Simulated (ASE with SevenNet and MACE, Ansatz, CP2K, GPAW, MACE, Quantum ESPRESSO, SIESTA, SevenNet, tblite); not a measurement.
## Random rock-salt alloy of CaS and PbS (64 atoms) in machine-learned potentials

Wanted: machine-learned potentials inputs and outputs for random rock-salt alloy of CaS and PbS (64 atoms), checked against a plane-wave reference.

Program: ASE with SevenNet and MACE. Level of theory: the method is named at each step. Results are calculated unless marked as measured.

**1. The structure**

The cell holds 64 atoms: 24 Ca, 32 S and 8 Pb. Cell: a = 11.503 Å, b = 11.503 Å, c = 11.503 Å, α = 90.0°, β = 90.0°, γ = 90.0°. It derives from CaS (rock-salt), repeated 2×2×2. Rock-salt CaS, 2 x 2 x 2 conventional cells, 8 of 32 Ca sites given to Pb at random (x = 0.250), lattice by Vegard's rule (a = 5.752 Å); not relaxed, displaced by a Gaussian of 0.02 Å. Then every atom was moved at random, 0.02 Å r.m.s. a Cartesian component.

The yardstick, on the same geometry:

```
method                                           : Kohn-Sham DFT, PBE, SSSP efficiency 1.3.0 pseudopotentials, plane waves (Quantum ESPRESSO 7.5); sssp-pbe-1.3.0-efficiency, cutoffs 45/360 Ry, Γ point
r.m.s. force component                           : 0.2982 eV/Å
longest force                                    : 1.12 eV/Å
pressure                                         : 2.061 GPa
gap (highest filled to lowest empty level) : 1.903 eV
time                                             : 5.4 min on 4 MPI ranks of Arm Neoverse V2, shared host
CPU time                                         : 22 min
```

**2. SevenNet l3i5 potential**

Method: machine-learned interatomic potential SevenNet l3i5, trained on PBE(+U) plane-wave data.

Input file run.py:

```python
import numpy as np
from ase.io import read
import mlip  # loads the published weights by name

atoms = read("structure.xyz")
atoms.calc = mlip.calc("7net-l3i5")
energy = atoms.get_potential_energy()
forces = atoms.get_forces()
print(f"energy {energy:.6f} eV")
print("forces (eV/A)")
for i, (a, f) in enumerate(zip(atoms, forces)):
    print(f"{i:4d} {a.symbol:2s} {f[0]:10.5f} {f[1]:10.5f} {f[2]:10.5f}")
stress = -atoms.get_stress(voigt=False) * 160.21766
print("stress (GPa, compression positive)")
for row in stress:
    print(" ".join(f"{x:10.4f}" for x in row))
```

Input file structure.xyz:

```xyz
64
Lattice="11.50300 0.00000 0.00000 0.00000 11.50300 0.00000 0.00000 0.00000 11.50300" Properties=species:S:1:pos:R:3 pbc="T T T"
Ca 0.01817 0.09271 0.02485
S 2.90922 0.05625 0.01254
Pb 11.48229 2.91382 2.86735
S 2.89864 2.88794 2.88495
Ca 2.84412 11.46009 2.89795
S 11.50173 11.50208 2.87149
Ca 2.84561 2.82916 11.50288
S 11.47999 2.86425 0.01242
Pb 0.04222 11.48310 5.70100
S 2.82192 11.47447 5.69767
Ca 11.46354 2.84665 8.66118
S 2.82353 2.88829 8.60045
Ca 2.87759 11.47769 8.56329
S 11.44986 0.00276 8.61264
Pb 2.89933 2.87069 5.74621
S 11.48851 2.89623 5.72884
Ca 11.47942 5.69030 0.04452
S 2.84550 5.77819 11.47827
Ca 11.44525 8.60528 2.87817
S 2.91567 8.60068 2.85689
Ca 2.86620 5.74966 2.87540
S 0.04831 5.75840 2.90002
Pb 2.88219 8.67982 0.03900
S 11.49161 8.67407 0.01645
Pb 11.44652 5.74736 5.73022
S 2.94235 5.75311 5.78509
Ca 0.02186 8.61241 8.63737
S 2.85401 8.64416 8.62944
Ca 2.84446 5.75000 8.64830
S 11.49966 5.70928 8.60574
Ca 2.89496 8.64830 5.77232
S 0.01645 8.64427 5.70215
Ca 5.78417 0.02703 11.49161
S 8.57261 0.01679 11.49909
Pb 5.75323 2.87092 2.85044
S 8.60712 2.87955 2.85240
Ca 8.60585 0.01254 2.89956
S 5.75069 11.49840 2.86356
Ca 8.62690 2.86206 0.03071
S 5.66615 2.87322 0.00299
Ca 5.69226 11.48310 5.70250
S 8.63312 0.00817 5.73540
Ca 5.75162 2.87080 8.60781
S 8.69305 2.89438 8.63691
Ca 8.57135 0.02416 8.62000
S 5.76795 0.01139 8.60896
Ca 8.59090 2.89174 5.76956
S 5.69686 2.86724 5.73390
Ca 5.77876 5.75990 11.50001
S 8.64082 5.73482 0.03405
Ca 5.77416 8.61621 2.93211
S 8.60344 8.61805 2.84136
Pb 8.63691 5.72205 2.88886
S 5.69191 5.75138 2.86126
Ca 8.69190 8.62345 0.02243
S 5.74943 8.67936 0.01035
[... 4 atom lines left out ...]
Pb 8.66429 5.78026 8.58331
S 5.74000 5.77750 8.58745
Ca 8.64727 8.67280 5.76220
S 5.74448 8.59355 5.76059
```

Command:

```bash
> OMP_NUM_THREADS=1 python run.py > output.txt
```

The program printed:

```text
energy -318.762512 eV
forces (eV/A)
   0 Ca   -0.09720   -0.41786   -0.15443
   1 S    -0.15252    0.39486   -0.08501
   2 Pb    0.16803   -0.21064    0.17877
   3 S    -0.20519   -0.10361   -0.70050
   4 Ca    0.13656    0.08137   -0.24940
   5 S    -0.05657   -0.53399   -0.67359
   6 Ca    0.07153    0.29839   -0.07672
   7 S    -0.01186    0.10536   -0.63746
   8 Pb   -0.40782    0.19886    0.23911
   9 S     0.97094   -0.56446    0.17024
  10 Ca    0.19823    0.00118   -0.19544
  11 S     0.17234   -0.18029    0.70816
  12 Ca   -0.11547    0.12042    0.25337
  13 S     0.18323   -0.09602    0.62223
  14 Pb   -0.27315    0.22838    0.07167
  15 S    -0.66102   -0.05462    0.61434
  16 Ca    0.18530    0.29031   -0.19309
  17 S     0.04714   -0.62161    0.12970
  18 Ca    0.22587    0.12552   -0.13437
  19 S    -0.18442    0.11015    0.78979
  20 Ca    0.11043    0.05392    0.00626
  21 S     0.29763    0.59993   -0.76599
  22 Pb   -0.02208   -0.13781   -0.17336
  23 S    -0.53967   -0.13689   -0.04679
[...]
56 Ca   -0.09402    0.02424    0.07261
  57 S    -0.83642    0.05225    0.00280
  58 Ca   -0.32763   -0.06871   -0.03699
  59 S     0.15105    0.82595    0.02536
  60 Pb   -0.20382   -0.17937    0.27764
  61 S    -0.43303   -0.11335    0.18595
  62 Ca   -0.08634   -0.01848   -0.09250
  63 S     0.15890    0.19971    0.04737
stress (GPa, compression positive)
    2.2942     0.0007    -0.0096
    0.0007     2.2164     0.0014
   -0.0096     0.0014     2.3346
```

Elapsed: 7.5 s, on 1 thread of Arm Neoverse V2, shared host; peak memory 0.97 GiB.

Banners, paths, timers and routine set-up lines are dropped from the logs unmarked, and long logs keep their key lines alone; longer cuts are marked.

Compared with the plane-wave run:

```
r.m.s. force component                  : 0.3146 eV/Å
r.m.s. difference of force components   : 48.21 meV/Å
longest difference of force vectors     : 187 meV/Å
force difference over r.m.s. force      : 16.17 %
slope of forces against the reference's : 1.044
correlation of force components         : 0.989
pressure                                : 2.282 GPa
pressure difference                     : 0.2207 GPa
```

Length of the force difference by element (eV/Å):

| element | atoms | mean | most |
| --- | --- | --- | --- |
| Ca | 24 | 0.070 | 0.16 |
| Pb | 8 | 0.094 | 0.16 |
| S | 32 | 0.072 | 0.19 |

Local excerpt of 9 atoms (numbers count through the whole input) about Pb15, one of the 8 Pb atoms; x, y, z are measured from there.

```
atom      x      y      z  distance (Å)  bonds     Fx     Fy  Fz (eV/Å)
Pb15   0.00   0.00   0.00          0.00      6  -0.27   0.23       0.07
 S48   2.80   0.00  -0.01          2.80      6   0.95  -0.04       0.67
 S12  -0.08   0.02   2.85          2.86      6   0.17  -0.18       0.71
  S4   0.00   0.02  -2.86          2.86      6  -0.21  -0.10      -0.70
 S26   0.04   2.88   0.04          2.88      6   0.18   0.52      -0.12
 S10  -0.08  -2.90  -0.05          2.90      6   0.97  -0.56       0.17
 S16  -2.91   0.03  -0.02          2.91      6  -0.66  -0.05       0.61
Ca41   2.79  -2.89  -0.04          4.02      6   0.24   0.00       0.08
Ca13  -0.02  -2.90   2.82          4.04      6  -0.12   0.12       0.25
```

Atoms are counted from 1 here, from 0 in the log.

Forces lie 16 % from the reference's, at 0.0058 times its CPU time (on 1 against 4 cores).

**3. MACE MP-0b3 medium potential**

Method: machine-learned interatomic potential MACE MP-0b3 medium, trained on PBE(+U) plane-wave data.

Changes to run.py since step 2:

```diff
@@ -5,3 +5,3 @@
 atoms = read("structure.xyz")
-atoms.calc = mlip.calc("7net-l3i5")
+atoms.calc = mlip.calc("mace-mp-0b3-medium")
 energy = atoms.get_potential_energy()
```

structure.xyz is that of step 2.

The program printed:

```text
energy -318.180386 eV
forces (eV/A)
   0 Ca   -0.09978   -0.42286   -0.14881
   1 S    -0.19228    0.26264   -0.09051
   2 Pb    0.15580   -0.17035    0.24464
   3 S    -0.20994   -0.07492   -0.55947
   4 Ca    0.11468    0.12695   -0.22958
   5 S    -0.07247   -0.48803   -0.57243
   6 Ca    0.08298    0.29393   -0.02853
   7 S     0.01915    0.12499   -0.55981
   8 Pb   -0.35731    0.25622    0.20508
   9 S     0.86849   -0.45143    0.17697
  10 Ca    0.18440    0.01399   -0.23402
  11 S     0.17150   -0.15079    0.59953
  12 Ca   -0.11690    0.13632    0.23929
  13 S     0.17399   -0.06394    0.53987
  14 Pb   -0.31250    0.20556   -0.01043
  15 S    -0.54762   -0.04146    0.50337
  16 Ca    0.13715    0.28398   -0.18619
  17 S     0.01765   -0.54506    0.11910
  18 Ca    0.21394    0.11722   -0.08833
  19 S    -0.19115    0.09280    0.67887
  20 Ca    0.10112    0.00200    0.03265
  21 S     0.22513    0.50861   -0.66516
  22 Pb    0.02196   -0.10196   -0.15832
  23 S    -0.38437   -0.13669   -0.01724
[...]
56 Ca   -0.06542    0.02187    0.05361
  57 S    -0.72110    0.04379    0.00987
  58 Ca   -0.31796   -0.07213   -0.03659
  59 S     0.16404    0.69792    0.01052
  60 Pb   -0.17126   -0.12862    0.19977
  61 S    -0.36370   -0.15605    0.15749
  62 Ca   -0.07724   -0.05579   -0.08007
  63 S     0.13775    0.20599    0.00939
stress (GPa, compression positive)
    1.6902    -0.0024    -0.0105
   -0.0024     1.6324     0.0022
   -0.0105     0.0022     1.7206
```

It took 6.4 s on 1 thread; peak memory 0.75 GiB.

Numbers from this run, and their distance from the reference:

```
r.m.s. force component                  : 0.2757 eV/Å
r.m.s. difference of force components   : 43.42 meV/Å
longest difference of force vectors     : 199.5 meV/Å
force difference over r.m.s. force      : 14.56 %
slope of forces against the reference's : 0.9168
correlation of force components         : 0.9916
pressure                                : 1.681 GPa
pressure difference                     : -0.3799 GPa
```

Against the first run (16 %), the force difference from the reference is 15 %, at 0.86 times the CPU time.

**4. MACE MP-0b2 small potential**

Method: machine-learned interatomic potential MACE MP-0b2 small, trained on PBE(+U) plane-wave data.

Changes to run.py since step 3:

```diff
@@ -5,3 +5,3 @@
 atoms = read("structure.xyz")
-atoms.calc = mlip.calc("mace-mp-0b3-medium")
+atoms.calc = mlip.calc("mace-mp-0b2-small")
 energy = atoms.get_potential_energy()
```

structure.xyz is that of step 3.

The program printed:

```text
energy -318.963383 eV
forces (eV/A)
   0 Ca   -0.06311   -0.39060   -0.12366
   1 S    -0.14602    0.22449   -0.08074
   2 Pb    0.19822   -0.19482    0.11403
   3 S    -0.19361   -0.13841   -0.53457
   4 Ca    0.13755    0.07727   -0.26579
   5 S    -0.05086   -0.39557   -0.56234
   6 Ca    0.05989    0.24642    0.00354
   7 S    -0.03446    0.10920   -0.42729
   8 Pb   -0.42760    0.18443    0.23417
   9 S     0.89145   -0.37767    0.15926
  10 Ca    0.18006    0.03758   -0.17707
  11 S     0.17370   -0.18612    0.48970
  12 Ca   -0.10691    0.11929    0.21615
  13 S     0.17506   -0.09387    0.46797
  14 Pb   -0.25091    0.21748    0.07426
  15 S    -0.53392   -0.08559    0.54443
  16 Ca    0.13676    0.30915   -0.17682
  17 S     0.04881   -0.45522    0.12240
  18 Ca    0.23852    0.12165   -0.05626
  19 S    -0.18126    0.11210    0.63709
  20 Ca    0.10465    0.01155    0.01401
  21 S     0.17106    0.48961   -0.65681
  22 Pb    0.01170   -0.12585   -0.21772
  23 S    -0.36944   -0.13640   -0.04133
[...]
56 Ca   -0.05258    0.00805    0.04668
  57 S    -0.68930    0.05461    0.02544
  58 Ca   -0.30790   -0.07760    0.00919
  59 S     0.16080    0.70197    0.01209
  60 Pb   -0.19392   -0.18160    0.26085
  61 S    -0.26398   -0.11025    0.19207
  62 Ca   -0.06781   -0.07808   -0.08883
  63 S     0.14722    0.21112    0.04646
stress (GPa, compression positive)
    1.8958     0.0005    -0.0257
    0.0005     1.8489     0.0006
   -0.0257     0.0006     1.9648
```

It took 5.3 s on 1 thread; peak memory 0.67 GiB.

Against the reference:

```yaml
r_m_s_force_component: 0.2609 eV/Å
r_m_s_difference_of_force_components: 57.9 meV/Å
longest_difference_of_force_vectors: 210.3 meV/Å
force_difference_over_r_m_s_force: 19.42 %
slope_of_forces_against_the_reference_s: 0.8638
correlation_of_force_components: 0.9874
pressure: 1.903 GPa
pressure_difference: -0.1578 GPa
```

Against the first run (16 %), the force difference from the reference is 19 %, at 0.72 times the CPU time.

**5. The ladder**

Differences are against the plane-wave reference, forces as r.m.s. over components; share is that over the reference's r.m.s. force, slope the least-squares factor from reference forces to these. Total energies of different programs have different zeros and aren't compared.

```
                         run  Δ force, r.m.s. (meV/Å)  share (%)  slope  Δ pressure (GPa)  cores  CPU time  memory (GiB)
                   reference                        -          -      -                 -      4    22 min           3.5
     SevenNet l3i5 potential                     48.2       16.2  1.044             0.221      1     7.5 s          0.97
MACE MP-0b3 medium potential                     43.4       14.6  0.917            -0.380      1     6.4 s          0.75
 MACE MP-0b2 small potential                     57.9       19.4  0.864            -0.158      1     5.3 s          0.67
```

Times of the machine-learned potentials are mostly Python's start and the loading of weights.

CPU time is summed over cores on a shared host, where runs went side by side, so it is rough. Symmetry, cutoffs, thresholds, outputs and thread counts weren't matched or tuned between programs; memory under MPI is the largest rank's times the ranks.

**6. Results**

* nearest in forces: MACE MP-0b3 medium potential, 15 %
* its CPU time: 6.4 s

In words: Machine-learned potentials differ by 15 % (MACE MP-0b3 medium potential) to 19 % (MACE MP-0b2 small potential); they were trained on other programs' data. The reference's pressure holds the uncorrected Pulay stress of its 45 Ry basis, so small pressure differences, and their order, may be the reference's own error. Machine-learned potentials mimic data converged in k, so the reference's own k-point error enters their differences. The host structure and its lattice constant were typed by rule, without a check against the phase diagram. The reference's pressure of 2.1 GPa belongs to a cell and atoms that aren't relaxed at this level. The electronic-structure runs sample only Γ, in a cell whose shortest periodic width is 12 Å. Spin–orbit coupling is left out, which matters for the levels of the heavy elements.

[Also dropped from logs without a mark: logging warnings of Python, and SIESTA's first energy breakdown and zero terms.]

[Logs are printed without paths, hosts, clocks, repeated set-up lines and the standing remarks that a program may print on its own settings, such as how far it seeks lower states.]

[Hosts, paths, dates, database ids (printed as entryN), source tags and the programs' standing remarks are cut or masked in the printed files.]
